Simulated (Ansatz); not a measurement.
# What BiP (model cell, started as CsCl type) distorts into, part 2 of 3

Aim: this structure of BiP (model cell, started as CsCl type) is to be tested for unstable modes, and one is followed downhill.

Ansatz 0.2.0; DFT PBEsol, scalar-relativistic, plane waves, PAW.

So far, highest frequency on the path or at a solved wavevector (cm⁻¹): step 2 (phonons on a q mesh) 184. Also lowest frequency on the path (cm⁻¹): step 2 -141.

The structure was built from a prototype and need not be the compound's stable phase.

## Step 4: The mode frozen in, largest atomic shift 0.22 Å

The atoms are moved along the unstable eigenvector, the largest shift by 0.22 Å, with the cell fixed.

input.yaml reads:

```yaml
crystal:
  lattice:
    - [-3.5274518236, 0.0, 0.0]
    - [0.0, 0.0, -7.0549036473]
    - [0.0, -7.0549036473, -3.5274518236]
  atoms:
    - { symbol: Bi, position: [1.0, 0.25, 0.5] }
    - { symbol: Bi, position: [1.0, 0.75, 0.5] }
    - { symbol: Bi, position: [1.0, 0.0, 1.0] }
    - { symbol: Bi, position: [1.0, 0.5, 1.0] }
    - { symbol: P, position: [0.5623679673, 0.625, 0.25] }
    - { symbol: P, position: [0.4376320327, 0.125, 0.25] }
    - { symbol: P, position: [0.4376320327, 0.375, 0.75] }
    - { symbol: P, position: [0.5623679673, 0.875, 0.75] }
kpoints:
  mp_grid: { grid: [10, 6, 6] }
hamiltonian:
  xc: pbesol
scf:
  occupations: { method: methfessel_paxton, width: 0.2 }
output:
  forces: true
  stress: true
  eigenvalues: true
```

Started as:

```bash
$ ansatz run input.yaml --threads 4 --pin off --max-ram 7168MiB --backend cpu --events-out ev --progress --plain --runs-dir out
```

Numbers of over 12 decimals in the logs are rounded to 6 here.

What it wrote:

```text
[...]
Crystal: 8 atoms, lattice volume = 175.567 Å³
Basis set: ecut = 420 eV, 3407 PW (Γ), exchange–correlation on 48×96×108 points (8 copies of the dense FFT grid, shifted against one another)
Bands: 48, of which v1, the nominal top of the filled ones, is band 40 counted from 1 (39 counted from 0)
Symmetry: 8 space group operations
[...]
k-points: 78 of 360
[...]
k-point 0: bands = [... 36 lower, 11.7600, 11.8186, 12.0555, 12.1184, 12.4881, 13.4917, 13.5905, 14.5198, ... 4 higher]
  k-point 1: bands = [... 36 lower, 11.4916, 11.7638, 12.0873, 12.2879, 12.8415, 13.3806, 13.9372, 14.2532, ... 4 higher]
  k-point 2: bands = [... 36 lower, 11.0079, 11.2651, 12.0834, 12.4101, 12.8183, 13.8470, 13.8654, 14.1065, ... 4 higher]
  k-point 77: bands = [... 36 lower, 10.0053, 10.0184, 10.3328, 10.7358, 10.9905, 11.4719, 12.3897, 12.7001, ... 4 higher]
[key lines of the parts left out:]
SCF converged after 6 iterations
Free energy (F): -51925.372034 eV
Fermi energy:    11.844913 eV
P = ⅓ Tr σ = 1.0836 GPa (10.836 kbar)
```

Run time: 7.5 s. Hardware: 4 threads of Arm Neoverse V2, shared host; peak memory 0.8 GiB; 29 s of CPU time.

This step gave:

- pressure: 1.084 GPa
- energy from the undistorted cell: -8.208 meV/atom

The energy, extrapolated to zero smearing, is -8.21 meV/atom against the undistorted cell.

The run ends at a pressure of 1.08 GPa, with forces up to 0.13 eV/Å.

## Step 5: Energy along the mode, all amplitudes (two of the runs are shown above)

An imaginary frequency means negative curvature, so the energy should fall and then rise again as anharmonic terms take over.

Numbers from this step:

```
depth at the lowest point sampled  : 8.208 meV/atom
largest atomic shift at that point : 0.22 Å
```

Table of energy from the parent by largest atomic shift:

```
largest atomic shift (Å)  energy from the parent (meV/atom)
                   0.000                                  0
                   0.040                             -0.643
                   0.080                              -2.29
                   0.140                              -5.34
                   0.220                              -8.21
                   0.320                              -6.28
                   0.450                               13.5
```

Displacement at unit largest shift by atom:

| atom | x (Å) | y (Å) | z (Å) | size |
| --- | --- | --- | --- | --- |
| Bi1 | 0.00 | 0.00 | 0.00 | 0.00 |
| Bi2 | 0.00 | 0.00 | 0.00 | 0.00 |
| Bi3 | 0.00 | 0.00 | 0.00 | 0.00 |
| Bi4 | 0.00 | 0.00 | 0.00 | 0.00 |
| P5 | -1.00 | 0.00 | 0.00 | 1.00 |
| P6 | 1.00 | 0.00 | 0.00 | 1.00 |
| P7 | 1.00 | 0.00 | 0.00 | 1.00 |
| P8 | -1.00 | 0.00 | 0.00 | 1.00 |

The lowest of the steps tried is at 0.22 Å, 8.21 meV/atom below the parent; the bottom of the well need not coincide with a step.

## Step 6: Relaxing from the distorted cell

Starting from the lowest point found, all atoms and the cell are let go, so that strain and other modes of the same symmetry can join in.

Changes to input.yaml since step 4:

```diff
@@ -24 +24,6 @@
   eigenvalues: true
+relax:
+  adjacent_minimum: "off"
+  f_tol: 0.002
+  max_steps: 120
+  cell: { stress_tol: 0.03 }
```

What it wrote:

```text
[...]
Crystal: 8 atoms, lattice volume = 175.567 Å³
Basis set: ecut = 420 eV, 3407 PW (Γ), exchange–correlation on 48×96×108 points (8 copies of the dense FFT grid, shifted against one another)
Bands: 48, of which v1, the nominal top of the filled ones, is band 40 counted from 1 (39 counted from 0)
Symmetry: 8 space group operations
[...]
k-points: 78 of 360
[...]
SCF iter   1: F=—  HF=-51925.419960 eV  |F-HF|=—  |Δ(HF+E_count)|=         —  Δρ=6.71e-3  dr2=1.76e-1  ethr=1.77e-3  ⟨swp⟩=7.2  Hψ=15891  notcnv=0
[...]
SCF iter   6: F=-51925.372034 eV  HF=-51925.372034 eV  |F-HF|=2.90e-9  |Δ(HF+E_count)|=   3.00e-8  S|Δr|=    0.00e0  Δρ=5.28e-6  dr2=4.04e-8  ethr=1.25e-10  ⟨swp⟩=10.2  Hψ=23218  notcnv=0
SCF 1 converged in 6 iterations: F = -51925.372034 eV  dr2 = 4.04e-8
[...]
relax step   1: F+E_penalty+E_count = -51925.37203378 eV  Δ(F+E_penalty+E_count) = +0.000e0 eV  max|allowed force component| = 1.266e-1 eV/Å  Δτ_max = 0.0000 Å  P = +1.084 GPa  Ω = 175.567 Å³  (6 SCF iters, dr2 threshold 1.00e-7 eV, accepted)
Crystal: 8 atoms, lattice volume = 180.963 Å³
Basis set: ecut = 420 eV, 3515 PW (Γ), exchange–correlation on 48×96×108 points (8 copies of the dense FFT grid, shifted against one another)
[...]
SCF iter   6: F=-51925.406926 eV  HF=-51925.406926 eV  |F-HF|=8.14e-9  |Δ(HF+E_count)|=   1.40e-7  S|Δr|=    0.00e0  Δρ=4.37e-6  dr2=3.76e-8  ethr=1.00e-9  ⟨swp⟩=7.4  Hψ=15094  notcnv=0
SCF 2 converged in 6 iterations: F = -51925.406926 eV  dr2 = 3.76e-8
relax step   2: F+E_penalty+E_count = -51925.40692582 eV  Δ(F+E_penalty+E_count) = -3.489e-2 eV  max|allowed force component| = 1.620e-1 eV/Å  Δτ_max = 0.0445 Å  P = -1.025 GPa  Ω = 180.963 Å³  energy of the carried Pulay correction = -1.240e-3 eV  (6 SCF iters, dr2 threshold 8.00e-7 eV, accepted)
Crystal: 8 atoms, lattice volume = 180.310 Å³
Basis set: ecut = 420 eV, 3495 PW (Γ), exchange–correlation on 48×96×108 points (8 copies of the dense FFT grid, shifted against one another)
[...]
SCF iter   5: F=-51925.429012 eV  HF=-51925.429012 eV  |F-HF|=7.73e-9  |Δ(HF+E_count)|=   8.88e-8  S|Δr|=    0.00e0  Δρ=4.62e-6  dr2=3.43e-8  ethr=1.00e-9  ⟨swp⟩=7.8  Hψ=17079  notcnv=0
the search or the solves at the SCF's close seem to have found levels that the self-consistency loop had missed (the run counts 1). By its estimate they hold under 1e-12 electrons; where the run keeps them, the occupations were computed again with them
SCF 3 converged in 5 iterations: F = -51925.429012 eV  dr2 = 3.43e-8
relax step   3: F+E_penalty+E_count = -51925.42901202 eV  Δ(F+E_penalty+E_count) = -2.209e-2 eV  max|allowed force component| = 1.256e-1 eV/Å  Δτ_max = 0.0281 Å  P = -0.428 GPa  Ω = 180.310 Å³  energy of the carried Pulay correction = -1.092e-3 eV  (5 SCF iters, dr2 threshold 8.00e-7 eV, accepted)
[...]
relax step   4: F+E_penalty+E_count = -51925.44296038 eV  Δ(F+E_penalty+E_count) = -1.395e-2 eV  max|allowed force component| = 6.748e-2 eV/Å  Δτ_max = 0.1092 Å  P = +0.764 GPa  Ω = 181.273 Å³  energy of the carried Pulay correction = -1.310e-3 eV  (5 SCF iters, dr2 threshold 8.00e-7 eV, accepted)
[...]
relax step   5: F+E_penalty+E_count = -51925.44083038 eV  Δ(F+E_penalty+E_count) = +2.130e-3 eV  max|allowed force component| = 4.226e-2 eV/Å  Δτ_max = 0.0072 Å  P = -0.379 GPa  Ω = 183.491 Å³  energy of the carried Pulay correction = -1.808e-3 eV  (5 SCF iters, dr2 threshold 8.00e-7 eV, rejected (line search))
[...]
relax step   6: F+E_penalty+E_count = -51925.45061186 eV  Δ(F+E_penalty+E_count) = -7.651e-3 eV  max|allowed force component| = 1.212e-2 eV/Å  Δτ_max = 0.0297 Å  P = -0.057 GPa  Ω = 181.938 Å³  energy of the carried Pulay correction = -1.460e-3 eV  (8 SCF iters, accepted)
[...]
relax step   7: F+E_penalty+E_count = -51925.45074456 eV  Δ(F+E_penalty+E_count) = -1.327e-4 eV  max|allowed force component| = 6.445e-4 eV/Å  Δτ_max = 0.0056 Å  P = -0.002 GPa  Ω = 181.990 Å³  energy of the carried Pulay correction = -1.471e-3 eV  (5 SCF iters, dr2 threshold 1.28e-8 eV, accepted)
Basis set: ecut = 420 eV, 3535 PW (Γ), exchange–correlation on 50×96×108 points (8 copies of the dense FFT grid, shifted against one another)
[...]
SCF iter   5: F=-51925.452510 eV  HF=-51925.452510 eV  |F-HF|=1.46e-11  |Δ(HF+E_count)|=  5.09e-11  S|Δr|=    0.00e0  Δρ=1.11e-7  dr2=1.43e-11  ethr=1.00e-12  ⟨swp⟩=10.9  Hψ=22678  notcnv=0
SCF 8 converged in 5 iterations: F = -51925.452510 eV  dr2 = 1.43e-11
relax step   8: F+E_penalty+E_count = -51925.45251036 eV  Δ(F+E_penalty+E_count) = -1.766e-3 eV  max|allowed force component| = 6.971e-4 eV/Å  Δτ_max = 0.0000 Å  P = +0.005 GPa  Ω = 181.990 Å³  stress off target by 1.27e-2 GPa  SCF on the basis re-selected at this cell (its energy is not comparable with the rows above)  (5 SCF iters)
basis re-selected at this cell: Δ(F+E_penalty+E_count) = -1.766e-3 eV, ΔP = +0.006 GPa vs the last step (what re-selecting the basis moved, of the pressure what is left beyond the Pulay correction that the steps carried, after the strain that the cell walked since its last selection, with what the two solves' SCF thresholds leave and, on support functions, any second-order correction that the steps lacked; it is no measure of the basis error at this ecutwfc). The dense FFT grid was sized anew with the basis: this SCF ran on 25×48×54 points, the steps before it on 24×48×54, so part of this shift can come from that change (see relax.cell in the input reference). [rest of the remark cut]
SCF converged after 5 iterations
[...]
Free energy (F): -51925.452510 eV
[...]
Internal energy: -51925.454390 eV  (E = F + TS)
E sigma→0 (E₀):  -51925.452980 eV
Entropy (-TS):   0.001880 eV (0.235 meV/atom)
Fermi energy:    11.290311 eV
[...]
--- Forces (eV/Å), atoms counted from 1 ---
  atom   1  Bi    -0.00000000     0.00000000     0.00000000
  atom   2  Bi     0.00000000    -0.00000000    -0.00000000
  atom   3  Bi     0.00000000     0.00000000     0.00000000
  atom   4  Bi    -0.00000000     0.00000000     0.00000000
  atom   5  P     -0.00060482    -0.00069708     0.00000000
  atom   6  P      0.00060482    -0.00069708     0.00000000
  atom   7  P      0.00060482     0.00069708    -0.00000000
  atom   8  P     -0.00060482     0.00069708    -0.00000000
  max |Σ_I F_I| component: 8.67e-19 eV/Å
--- Stress (GPa, compression-positive) ---
        0.012671      -0.000000       0.000000
       -0.000000       0.003707      -0.000000
        0.000000      -0.000000      -0.002696
  P = ⅓ Tr σ = 0.0046 GPa (0.046 kbar)
--- Band table (eV; the first three rows and the last of 78) ---
  k-point 0: bands = [... 36 lower, 11.0648, 11.1078, 11.1746, 11.4088, 12.1253, 12.1691, 13.3337, 13.7067, ... 4 higher]
  k-point 1: bands = [... 36 lower, 10.9084, 10.9825, 11.2346, 11.5796, 12.0337, 12.4148, 13.4734, 13.7246, ... 4 higher]
  k-point 2: bands = [... 36 lower, 10.4979, 10.6047, 11.3882, 11.6532, 11.7021, 13.2557, 13.2818, 13.3569, ... 4 higher]
  k-point 77: bands = [... 36 lower, 9.1016, 9.5608, 9.7382, 10.1069, 10.5514, 11.0575, 12.0197, 12.1063, ... 4 higher]
--- Relaxed structure (7 steps of the walk, 6 accepted, 1 SCFs on fresh bases) ---
  F+E_penalty+E_count = -51925.45251036 eV   max|allowed force component| = 6.971e-4 eV/Å   (the final SCF, on the basis selected at the relaxed cell)
  cell:  # Å, volume = 181.9902 Å³
    - [-3.644689, 0.0, 0]
    - [0, -2.45274613058886e-11, -6.921551]
    - [0, -7.214132, -3.460776]
  atoms:
    - { symbol: Bi, position: [1.000000, 0.25, 0.500000] }
    - { symbol: Bi, position: [1.000000, 0.75, 0.5] }
    - { symbol: Bi, position: [1.000000, 0.0, 1.000000] }
    - { symbol: Bi, position: [1.000000, 0.5, 1.000000] }
    - { symbol: P, position: [0.600739, 0.620743, 0.258514] }
    - { symbol: P, position: [0.399261, 0.120743, 0.258514] }
    - { symbol: P, position: [0.399261, 0.379257, 0.741486] }
    - { symbol: P, position: [0.600739, 0.879257, 0.741486] }
```

The job ended after 68 s (4 threads; peak memory 0.86 GiB).

Step by step:

```
step  energy less that of the first step (eV)  largest force component (eV/Å)  pressure (GPa)  volume (Å³)
   1                                   0.0000                          0.1266            1.08       175.57
   2                                  -0.0349                          0.1620           -1.03       180.96
   3                                  -0.0570                          0.1256           -0.43       180.31
   4                                  -0.0709                          0.0675            0.76       181.27
   5                                  -0.0688                          0.0423           -0.38       183.49
   6                                  -0.0786                          0.0121           -0.06       181.94
   7                                  -0.0787                          0.0006            0.00       181.99
  8*                                  -0.0805                          0.0007            0.00       181.99
```

Relaxation steps marked * repeat the geometry before them on a plane-wave basis chosen anew for their cell, so energy and pressure can jump there. Relaxation step 5 was tried and not accepted.

Forces are held to the 8 operations that the run works with; a distortion that breaks them can't arise in this run.

| conventional cell, symmetrised | before | after | change |
| --- | --- | --- | --- |
| a (Å) | 7.055 | 6.922 | -1.9 % |
| b (Å) | 14.110 | 14.428 | +2.3 % |
| c (Å) | 3.527 | 3.645 | +3.3 % |
| volume (Å³/atom) | 21.95 | 22.75 | +3.7 % |

The atoms that moved most (Å, as changes of fractional coordinates times the final cell):

```csv
atom,dx,dy,dz,length
P5,-0.140,-0.061,0.000,0.153
P8,-0.140,0.061,0.000,0.153
P6,0.140,-0.061,0.000,0.153
P7,0.140,0.061,0.000,0.153
```

The relaxed structure:

```cif
data_structure
_symmetry_space_group_name_H-M 'P 1'
_symmetry_Int_Tables_number 1
_cell_length_a 3.6447
_cell_length_b 6.9216
_cell_length_c 8.0013
_cell_angle_alpha 64.372
_cell_angle_beta 90.000
_cell_angle_gamma 90.000
_cell_volume 181.99
loop_
_atom_site_label
_atom_site_type_symbol
_atom_site_fract_x
_atom_site_fract_y
_atom_site_fract_z
_atom_site_occupancy
Bi1 Bi 0.00000 0.25000 0.50000 1
Bi2 Bi 0.00000 0.75000 0.50000 1
Bi3 Bi 0.00000 0.00000 0.00000 1
Bi4 Bi 0.00000 0.50000 0.00000 1
P5 P 0.60074 0.62074 0.25851 1
P6 P 0.39926 0.12074 0.25851 1
P7 P 0.39926 0.37926 0.74149 1
P8 P 0.60074 0.87926 0.74149 1
```

This step gave:

- pressure: 0.004561 GPa
- volume per atom: 22.75 Å³

The distorted start has space group Cmme; the relaxation ends in Cmme.

## Step 7: The new phase in its own primitive cell

The relaxed structure is symmetrised, reduced to its primitive cell and relaxed tightly, as its phonons need.

input.yaml reads:

```yaml
crystal:
  lattice:
    - [3.4607755451, -7.2141320314, 0.0]
    - [3.4607755451, 7.2141320314, 0.0]
    - [0.0, 0.0, 3.6446893427]
  atoms:
    - { symbol: Bi, position: [0.75, 0.75, 0.0] }
    - { symbol: Bi, position: [0.25, 0.25, 0.0] }
    - { symbol: Bi, position: [0.0, 0.5, 0.0] }
    - { symbol: Bi, position: [0.5, 0.0, 0.0] }
    - { symbol: P, position: [0.8792568199, 0.1207431801, 0.399261177] }
    - { symbol: P, position: [0.3792568199, 0.6207431801, 0.600738823] }
    - { symbol: P, position: [0.1207431801, 0.8792568199, 0.600738823] }
    - { symbol: P, position: [0.6207431801, 0.3792568199, 0.399261177] }
kpoints:
  mp_grid: { grid: [6, 6, 10] }
hamiltonian:
  xc: pbesol
scf:
  occupations: { method: methfessel_paxton, width: 0.2 }
output:
  forces: true
  stress: true
  eigenvalues: true
relax:
  adjacent_minimum: "off"
  f_tol: 0.001
  max_steps: 60
  cell: { stress_tol: 0.01 }
```

What it wrote:

```text
[...]
Crystal: 8 atoms, lattice volume = 181.990 Å³
Basis set: ecut = 420 eV, 3535 PW (Γ), exchange–correlation on 108×108×50 points (8 copies of the dense FFT grid, shifted against one another)
Bands: 48, of which v1, the nominal top of the filled ones, is band 40 counted from 1 (39 counted from 0)
Symmetry: 8 space group operations
[...]
k-points: 78 of 360
[...]
- [3.460459, 7.214438, 0.0]
    - [0.0, 0.0, 3.645591]
  atoms:
    - { symbol: Bi, position: [0.750000, 0.750000, 0] }
    - { symbol: Bi, position: [0.25, 0.25, 0] }
    - { symbol: Bi, position: [0.0, 0.5, 0] }
    - { symbol: Bi, position: [0.5, 0.0, 0] }
    - { symbol: P, position: [0.879272, 0.120728, 0.399184] }
    - { symbol: P, position: [0.379272, 0.620728, 0.600816] }
    - { symbol: P, position: [0.120728, 0.879272, 0.600816] }
    - { symbol: P, position: [0.620728, 0.379272, 0.399184] }
[key lines of the parts left out:]
SCF converged after 5 iterations
Free energy (F): -51925.452512 eV
Fermi energy:    11.287361 eV
P = ⅓ Tr σ = -0.0039 GPa (-0.039 kbar)
```

The job ended after 28 s (4 threads; peak memory 0.89 GiB; 1.8 min of CPU time).

Little changed from the start: no atom moved by 0.005 Å and no cell edge by 0.1 %.

This step gave:

- pressure: -0.003919 GPa

The largest force component left is 0.98 meV/Å and the pressure is -0.004 GPa, within the tolerances set. The cell now holds 22.75 Å³/atom.

(Continued in part 3 of 3.)

[Logs are printed without paths, hosts, clocks, repeated set-up lines and the standing remarks that a program may print on its own settings, such as how far it seeks lower states.]

[Hosts, paths, dates, database ids (printed as entryN), source tags and the programs' standing remarks are cut or masked in the printed files.]
